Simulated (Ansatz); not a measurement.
# Phonons of TiC (Fm-3m) against volume, part 2 of 2

Aim: how do the optical modes of TiC (Fm-3m) move with volume?

Ansatz 0.2.0; DFT PBEsol, scalar-relativistic, plane waves, PAW; PAW set soft_1.

So far. Step 3 (Tight relaxation): The forces vanish by symmetry and the pressure is -0.001 GPa, within the tolerances set. The cell now holds 9.89 Å³/atom.

The database entry behind the starting cell differs from later determinations by our own check (0.1 to 0.3 % short, probably kX units), so it need not match the best structure at ambient conditions.

## Step 4: Modes at rest

Phonons follow from the second derivative of the energy, found here by linear response.

The modes at rest are the reference of the series.

input.yaml

```yaml
crystal:
  lattice:
    - [0.0, 2.1464433182, 2.1464433182]
    - [2.1464433182, 0.0, 2.1464433182]
    - [2.1464433182, 2.1464433182, 0.0]
  atoms:
    - { symbol: C, position: [0.5, 0.5, 0.5] }
    - { symbol: Ti, position: [0.0, 0.0, 0.0] }
kpoints:
  mp_grid: { grid: [16, 16, 16] }
hamiltonian:
  xc: pbesol
  pseudopotentials: { kind: paw, azcp: { folder: soft_1 }, xc_functional: pbe }
scf:
  occupations: { method: methfessel_paxton, width: 0.2 }
output:
  eigenvalues: true
phonons:
  method: dfpt
```

Command:

```console
$ ansatz run input.yaml --threads 4 --pin off --max-ram 10240MiB --backend cpu --events-out ev --progress --plain --runs-dir out
```

Numbers of over 12 decimals in the logs are rounded to 6 here.

The program printed:

```text
[...]
Crystal: 2 atoms, lattice volume = 19.778 Å³
Basis set: ecut = 420 eV, 387 PW (Γ), exchange–correlation on 48×48×48 points (8 copies of the dense FFT grid, shifted against one another)
Bands: 12, of which v1, the nominal top of the filled ones, is band 8 counted from 1 (7 counted from 0)
Symmetry: 48 space group operations
k-points: 349 of 4096 (irreducible under 8 space group operations, time reversal used)
[...]
SCF iter   1: F=—  HF=-2723.416385 eV  |F-HF|=—  |Δ(HF+E_count)|=         —  Δρ=1.39e-1  dr2=4.91e0  ethr=3.10e-3  ⟨swp⟩=4.2  Hψ=19795  notcnv=0
[...]
SCF iter   9: F=-2722.424797 eV  HF=-2722.424797 eV  |F-HF|=4.55e-13  |Δ(HF+E_count)|=  6.23e-11  S|Δr|=    0.00e0  Δρ=2.55e-8  dr2=8.43e-14  ethr=1.00e-12  ⟨swp⟩=3.5  Hψ=17779  notcnv=0
the search or the solves at the SCF's close seem to have found levels that the self-consistency loop had missed (the run counts 1). By its estimate they hold under 1e-12 electrons; where the run keeps them, the occupations were computed again with them
SCF 1 converged in 9 iterations: F = -2722.424797 eV  dr2 = 8.43e-14
[...]
DFPT response loops at Γ: preconditioner auto → Kerker (q_TF=auto, 2.634 Å⁻¹) (partly filled bands, converged f_vac=0.000); β = 1.00, the filter's whole step (`scf.mixing.beta` (0.50) is not read by the response loops under this deck's `scf.mixing.preconditioner`; to damp them name `kerker` or `kerker_dos`, under which they read `scf.mixing.beta`, and type it under 1.00, their step now; both keys bind the ground state too); Broyden in place of MSR1
SCF converged after 9 iterations
[...]
Free energy (F): -2722.424797 eV
[...]
Internal energy: -2722.424388 eV  (E = F + TS)
E sigma→0 (E₀):  -2722.424695 eV
Entropy (-TS):   -0.000409 eV (-0.205 meV/atom)
Fermi energy:    14.968978 eV
[...]
--- Band table (eV; the first three rows and the last of 349) ---
  k-point 0: bands = [... 4 lower, 2.4842, 15.6541, 15.6541, 15.6541, 16.7178, 16.7178, 16.7178, 16.7733]
  k-point 1: bands = [... 4 lower, 2.5765, 15.2057, 15.4597, 15.4597, 16.0336, 16.0336, 16.9612, 17.7877]
  k-point 2: bands = [... 4 lower, 2.8473, 14.3133, 14.6840, 14.6840, 16.1019, 16.1019, 17.3026, 18.8885]
  k-point 348: bands = [... 4 lower, 5.4421, 11.7593, 11.7593, 12.2062, 17.8665, 17.8665, 18.6532, 20.3861]
--- Phonons (Γ-DFPT): 2 representative perturbations + reference, on 349 of 4096 k-points (Σ response iterations 6) ---
  k mesh reduced under 8 symmetry operations, with k and −k counted as one. Each operation leaves every solved perturbation unchanged. A smaller set is not used because it would not reduce the number of displacements times k-points to solve
  ASR residual: 2.622e-5 → 0.000e0 eV/Å²; symmetrization residual: 3.270e-7 eV/Å²
  ASR residual per site (eV/Å²): 2.62e-5 7.80e-7
  Γ frequencies (cm⁻¹): 0.00 0.00 0.00 542.50 542.50 542.50
  non-analytic LO–TO correction: not included (Born effective charges unavailable; polar crystals: no LO–TO splitting at Γ)
```

It took 5.8 s on 4 threads of AMD EPYC 7B13 (Zen 3), shared host; peak memory 0.62 GiB.

This step gave:

```
sum-rule residual before enforcement                    : 2.62e-5 eV/Å²
point group                                             : m-3m
highest optical mode at the zone centre (no LO-TO term) : 542.5 cm⁻¹
lowest optical zone-centre mode                         : 542.5 cm⁻¹
```

Patterns of degenerate modes are one choice out of their space. Modes at Γ, with each element's share of the kinetic energy:

| mode | frequency (cm⁻¹) | symmetry | C % | Ti % |
| --- | --- | --- | --- | --- |
| 1 | 0.0 | acoustic | 20 | 80 |
| 2 | 0.0 | acoustic | 20 | 80 |
| 3 | 0.0 | acoustic | 20 | 80 |
| 4 | 542.5 | T1u | 80 | 20 |
| 5 | 542.5 | T1u | 80 | 20 |
| 6 | 542.5 | T1u | 80 | 20 |

Displacements in mode 4 (542.5 cm⁻¹), the largest set to 1:
```
C1   0.00  0.00  1.00
Ti2  0.00  0.00 -0.25
```

Before it was imposed, the acoustic sum rule was missed by 2.6e-5 eV/Å². Small misses are needed for a sound result but don't prove that mesh and cutoff are converged. The lowest optical mode is real, 542 cm⁻¹.

## Step 5: Ground state of a member: 1.06 times the volume at rest

The cell is set to 1.06 times the volume at rest; symmetry leaves nothing else free, so this is a single point.

input.yaml, the sections that differ from step 4:

```yaml
crystal:
  lattice:
    - [0.0, 2.1885411299, 2.1885411299]
    - [2.1885411299, 0.0, 2.1885411299]
    - [2.1885411299, 2.1885411299, 0.0]
  atoms:
    - { symbol: C, position: [0.5, 0.5, 0.5] }
    - { symbol: Ti, position: [0.0, 0.0, 0.0] }
output:
  forces: true
  stress: true
  eigenvalues: true
# kpoints, hamiltonian, scf: as in step 4
# phonons: removed
```

The program printed:

```text
[...]
Crystal: 2 atoms, lattice volume = 20.965 Å³
Basis set: ecut = 420 eV, 411 PW (Γ), exchange–correlation on 48×48×48 points (8 copies of the dense FFT grid, shifted against one another)
Bands: 12, of which v1, the nominal top of the filled ones, is band 8 counted from 1 (7 counted from 0)
Symmetry: 48 space group operations
[...]
k-points: 145 of 4096
[...]
SCF iter   1: F=—  HF=-2723.322326 eV  |F-HF|=—  |Δ(HF+E_count)|=         —  Δρ=1.33e-1  dr2=4.90e0  ethr=3.10e-3  ⟨swp⟩=4.2  Hψ=8072  notcnv=0
[...]
SCF iter   7: F=-2722.370889 eV  HF=-2722.370889 eV  |F-HF|=2.76e-9  |Δ(HF+E_count)|=   3.25e-7  S|Δr|=    0.00e0  Δρ=3.35e-6  dr2=2.66e-9  ethr=6.25e-10  ⟨swp⟩=5.5  Hψ=7946  notcnv=0
SCF 1 converged in 7 iterations: F = -2722.370889 eV  dr2 = 2.66e-9
[...]
SCF converged after 7 iterations
[...]
Free energy (F): -2722.370889 eV
[...]
Internal energy: -2722.370435 eV  (E = F + TS)
E sigma→0 (E₀):  -2722.370775 eV
Entropy (-TS):   -0.000453 eV (-0.227 meV/atom)
Fermi energy:    13.977875 eV
[...]
--- Stress (GPa, compression-positive) ---
      -13.861481       0.000000       0.000000
       -0.000000     -13.861481      -0.000000
       -0.000000       0.000000     -13.861481
  P = ⅓ Tr σ = -13.8615 GPa (-138.615 kbar)
--- Band table (eV; the first three rows and the last of 145) ---
  k-point 0: bands = [... 4 lower, 1.7605, 14.6425, 14.6425, 14.6425, 15.6522, 15.6522, 15.6522, 15.6571]
  k-point 1: bands = [... 4 lower, 1.8463, 14.2203, 14.4569, 14.4569, 14.9882, 14.9882, 15.8681, 16.6306]
  k-point 2: bands = [... 4 lower, 2.0983, 13.3665, 13.7235, 13.7235, 15.0523, 15.0523, 16.1711, 17.6601]
  k-point 144: bands = [... 4 lower, 4.6077, 10.8782, 10.8782, 11.3495, 16.6784, 16.6784, 17.3735, 18.9085]
```

Wall time 0.73 s (4 threads); peak memory 0.4 GiB.

Numbers from this step:

| Quantity | Value |
| --- | --- |
| pressure | -13.86 GPa |
| volume per atom | 10.48 Å³ |

The forces vanish by symmetry, at a pressure of -13.86 GPa.

## Step 6: Zone-centre modes of the member: 1.06 times the volume at rest

The zone-centre modes follow for 1.06 times the volume at rest.

Edit input.yaml of step 5 so:

```diff
@@ -16,4 +16,4 @@
 output:
-  forces: true
-  stress: true
   eigenvalues: true
+phonons:
+  method: dfpt
```

The program printed:

```text
[...]
Crystal: 2 atoms, lattice volume = 20.965 Å³
Basis set: ecut = 420 eV, 411 PW (Γ), exchange–correlation on 48×48×48 points (8 copies of the dense FFT grid, shifted against one another)
Bands: 12, of which v1, the nominal top of the filled ones, is band 8 counted from 1 (7 counted from 0)
Symmetry: 48 space group operations
k-points: 349 of 4096 (irreducible under 8 space group operations, time reversal used)
[...]
SCF iter   1: F=—  HF=-2723.322328 eV  |F-HF|=—  |Δ(HF+E_count)|=         —  Δρ=1.33e-1  dr2=4.90e0  ethr=3.10e-3  ⟨swp⟩=4.2  Hψ=19305  notcnv=0
[...]
SCF iter   9: F=-2722.370889 eV  HF=-2722.370889 eV  |F-HF|=2.73e-12  |Δ(HF+E_count)|=  9.73e-11  S|Δr|=    0.00e0  Δρ=1.17e-7  dr2=3.06e-12  ethr=1.00e-12  ⟨swp⟩=3.7  Hψ=17683  notcnv=0
SCF 1 converged in 9 iterations: F = -2722.370889 eV  dr2 = 3.06e-12
[...]
SCF converged after 9 iterations
[...]
Free energy (F): -2722.370889 eV
[...]
Internal energy: -2722.370436 eV  (E = F + TS)
E sigma→0 (E₀):  -2722.370775 eV
Entropy (-TS):   -0.000453 eV (-0.227 meV/atom)
Fermi energy:    13.977866 eV
[...]
--- Band table (eV; the first three rows and the last of 349) ---
  k-point 0: bands = [... 4 lower, 1.7605, 14.6424, 14.6424, 14.6424, 15.6522, 15.6522, 15.6522, 15.6571]
  k-point 1: bands = [... 4 lower, 1.8463, 14.2203, 14.4568, 14.4568, 14.9882, 14.9882, 15.8681, 16.6306]
  k-point 2: bands = [... 4 lower, 2.0984, 13.3665, 13.7235, 13.7235, 15.0523, 15.0523, 16.1711, 17.6601]
  k-point 348: bands = [... 4 lower, 4.6077, 10.8782, 10.8782, 11.3495, 16.6783, 16.6783, 17.3735, 18.9084]
[...]
ASR residual: 6.244e-5 → 0.000e0 eV/Å²; symmetrization residual: 3.787e-7 eV/Å²
  ASR residual per site (eV/Å²): 2.11e-5 6.24e-5
  Γ frequencies (cm⁻¹): 0.00 0.00 0.00 483.34 483.34 483.34
[...]
```

Run time: 6.4 s. Hardware: 4 threads; peak memory 0.63 GiB.

Numbers from this step:

```yaml
sum_rule_residual_before_enforcement: 6.24e-5 eV/Å²
highest_optical_mode_at_the_zone_centre_no_lo_to_term: 483.3 cm⁻¹
lowest_optical_zone_centre_mode: 483.3 cm⁻¹
```

Patterns of degenerate modes are one choice out of their space. Modes at Γ, with each element's share of the kinetic energy:

```csv
mode,frequency (cm⁻¹),symmetry,C %,Ti %
1,0.0,acoustic,20,80
2,0.0,acoustic,20,80
3,0.0,acoustic,20,80
4,483.3,T1u,80,20
5,483.3,T1u,80,20
6,483.3,T1u,80,20
```

The optical mode lies at 483.3 cm⁻¹.

Between step 4 and this run (volume ratio 1.06) the value for the highest optical mode at the zone centre (no LO-TO term) moves from 542 cm⁻¹ to 483 cm⁻¹ (-11 %).

## Step 7: Ground state of a member: 0.9 times the volume at rest

The cell is set to 0.9 times the volume at rest; symmetry leaves nothing else free, so this is a single point.

input.yaml, the sections that differ from step 6:

```yaml
crystal:
  lattice:
    - [0.0, 2.0723682384, 2.0723682384]
    - [2.0723682384, 0.0, 2.0723682384]
    - [2.0723682384, 2.0723682384, 0.0]
  atoms:
    - { symbol: C, position: [0.5, 0.5, 0.5] }
    - { symbol: Ti, position: [0.0, 0.0, 0.0] }
output:
  forces: true
  stress: true
  eigenvalues: true
# kpoints, hamiltonian, scf: as in step 6
# phonons: removed
```

The program printed:

```text
[...]
Crystal: 2 atoms, lattice volume = 17.800 Å³
Basis set: ecut = 420 eV, 331 PW (Γ), exchange–correlation on 40×40×40 points (8 copies of the dense FFT grid, shifted against one another)
Bands: 12, of which v1, the nominal top of the filled ones, is band 8 counted from 1 (7 counted from 0)
Symmetry: 48 space group operations
[...]
k-points: 145 of 4096
[...]
--- Band table (eV; the first three rows and the last of 145) ---
  k-point 0: bands = [... 4 lower, 3.9411, 17.5912, 17.5912, 17.5912, 18.7776, 18.7776, 18.7776, 18.9217]
  k-point 1: bands = [... 4 lower, 4.0468, 17.0975, 17.3853, 17.3853, 18.0418, 18.0418, 19.0665, 20.0210]
  k-point 2: bands = [... 4 lower, 4.3560, 16.1360, 16.5323, 16.5323, 18.1147, 18.1147, 19.4781, 21.2610]
  k-point 144: bands = [... 4 lower, 7.0671, 13.4997, 13.4997, 13.8651, 20.1606, 20.1606, 21.1311, 23.1307]
[key lines of the parts left out:]
SCF converged after 7 iterations
Free energy (F): -2722.228260 eV
Fermi energy:    16.892055 eV
P = ⅓ Tr σ = 34.7542 GPa (347.542 kbar)
```

The job ended after 0.66 s (4 threads; peak memory 0.38 GiB).

Numbers from this step:

| Property | Result |
| --- | --- |
| pressure | 34.75 GPa |
| volume per atom | 8.900 Å³ |

The forces vanish by symmetry, at a pressure of 34.75 GPa.

## Step 8: Zone-centre modes of the member: 0.9 times the volume at rest

The zone-centre modes follow for 0.9 times the volume at rest.

Edit input.yaml of step 7 so:

```diff
@@ -16,4 +16,4 @@
 output:
-  forces: true
-  stress: true
   eigenvalues: true
+phonons:
+  method: dfpt
```

The program printed:

```text
[...]
Crystal: 2 atoms, lattice volume = 17.800 Å³
Basis set: ecut = 420 eV, 331 PW (Γ), exchange–correlation on 40×40×40 points (8 copies of the dense FFT grid, shifted against one another)
Bands: 12, of which v1, the nominal top of the filled ones, is band 8 counted from 1 (7 counted from 0)
Symmetry: 48 space group operations
k-points: 349 of 4096 (irreducible under 8 space group operations, time reversal used)
[...]
k-point 1: bands = [... 4 lower, 4.0468, 17.0975, 17.3853, 17.3853, 18.0418, 18.0418, 19.0665, 20.0210]
  k-point 2: bands = [... 4 lower, 4.3560, 16.1360, 16.5323, 16.5323, 18.1147, 18.1147, 19.4781, 21.2610]
  k-point 348: bands = [... 4 lower, 7.0671, 13.4997, 13.4997, 13.8651, 20.1606, 20.1606, 21.1311, 23.1307]
[...]
ASR residual: 9.901e-5 → 0.000e0 eV/Å²; symmetrization residual: 8.735e-7 eV/Å²
  ASR residual per site (eV/Å²): 4.61e-5 9.90e-5
  Γ frequencies (cm⁻¹): 0.00 0.00 0.00 650.50 650.50 650.50
[...]
[key lines of the parts left out:]
SCF converged after 8 iterations
Free energy (F): -2722.228260 eV
Fermi energy:    16.892058 eV
```

It took 5.5 s on 4 threads; peak memory 0.6 GiB; 18 s of CPU time.

This step gave:

```yaml
sum_rule_residual_before_enforcement: 9.90e-5 eV/Å²
highest_optical_mode_at_the_zone_centre_no_lo_to_term: 650.5 cm⁻¹
lowest_optical_zone_centre_mode: 650.5 cm⁻¹
```

Patterns of degenerate modes are one choice out of their space. The modes at Γ (shares of kinetic energy by element, %):

```
mode  frequency (cm⁻¹)  symmetry  C %  Ti %
   1               0.0  acoustic   20    80
   2               0.0  acoustic   20    80
   3               0.0  acoustic   20    80
   4             650.5       T1u   80    20
   5             650.5       T1u   80    20
   6             650.5       T1u   80    20
```

The optical mode lies at 650.5 cm⁻¹.

Between step 4 and this run (volume ratio 0.9) the value for the highest optical mode at the zone centre (no LO-TO term) moves from 542 cm⁻¹ to 650 cm⁻¹ (+20 %).

## Step 9: All members side by side

The members are set side by side, also those not shown above.

Each row is one cell with its response, relaxed at fixed volume as far as symmetry leaves anything free; energies are extrapolated to zero smearing, and E0 is that at rest; shape and atoms are relaxed in each cell where symmetry leaves them free; all runs use 16×16×16 k points and Methfessel-Paxton smearing of 0.2 eV. State of the crystal along the series:

```
volume ratio  V (Å³/atom)  pressure (GPa)  E - E0 (meV/atom)
         0.9          8.9           34.75              98.24
        0.92        9.098           26.33              60.63
        0.94        9.296           18.72              32.91
        0.96        9.494           11.84              14.13
        0.98        9.691           5.624              3.409
        0.99         9.79           2.741             0.8416
           1        9.889       -0.001472                  0
        1.02        10.09           -5.09              3.198
        1.04        10.29          -9.695              12.38
        1.06        10.48          -13.86              26.96
```

Each mode is tracked from rest by its pattern, and modes that stay within 0.3 cm⁻¹ of each other stand once; shape and atoms are relaxed in each cell where symmetry leaves them free; all runs use 16×16×16 k points and Methfessel-Paxton smearing of 0.2 eV. Optical modes along the series:

| V (Å³/atom) | mode 4 T1u (cm⁻¹) |
| --- | --- |
| 8.9 | 650.5 |
| 9.098 | 627.9 |
| 9.296 | 605.8 |
| 9.494 | 584.2 |
| 9.691 | 563.1 |
| 9.79 | 552.8 |
| 9.889 | 542.5 |
| 10.09 | 522.3 |
| 10.29 | 502.6 |
| 10.48 | 483.3 |

From cubic fits (parabolas where under five rows exist) of ln ω and P against ln V through the rows within about 4 % of rest: γ = −d ln ω / d ln V and dω/dP = γ ω / B. Slopes at rest:

```csv
mode,fitted frequency at rest (cm⁻¹),Grüneisen parameter γ,dω/dP (cm⁻¹/GPa)
mode 4 T1u,542.5,1.88,3.81
```

## Step 10: What came out

```
members                                                          : 10
highest optical mode at the zone centre (no LO-TO term), at rest : 542.5 cm⁻¹
bulk modulus at rest                                             : 267 GPa
mode 4 T1u, γ                                                    : 1.88
```

In words: The series spans -13.9 to 34.8 GPa, and the slope at rest gives a bulk modulus of 267 GPa. The optical mode has γ = 1.88 and moves by 3.8 cm⁻¹ for each GPa. One k mesh and one cutoff serve the ground states and modes of all volumes. These are harmonic frequencies at zero temperature: anharmonic shifts, linewidths and thermal expansion are left out. With no gap, or one that is small against the smearing, the frequencies hang on the k mesh and the smearing, most of all near Kohn anomalies. The PAW files were made for PBE; the program adapts parts of them to the functional of the run, but their partial waves stay those of PBE, an approximation that was not tested in this session. Only the zone centre was solved, so an instability at another wavevector cannot show here.

[Logs are printed without paths, hosts, clocks, repeated set-up lines and the standing remarks that a program may print on its own settings, such as how far it seeks lower states.]

[Hosts, paths, dates, database ids (printed as entryN), source tags and the programs' standing remarks are cut or masked in the printed files.]
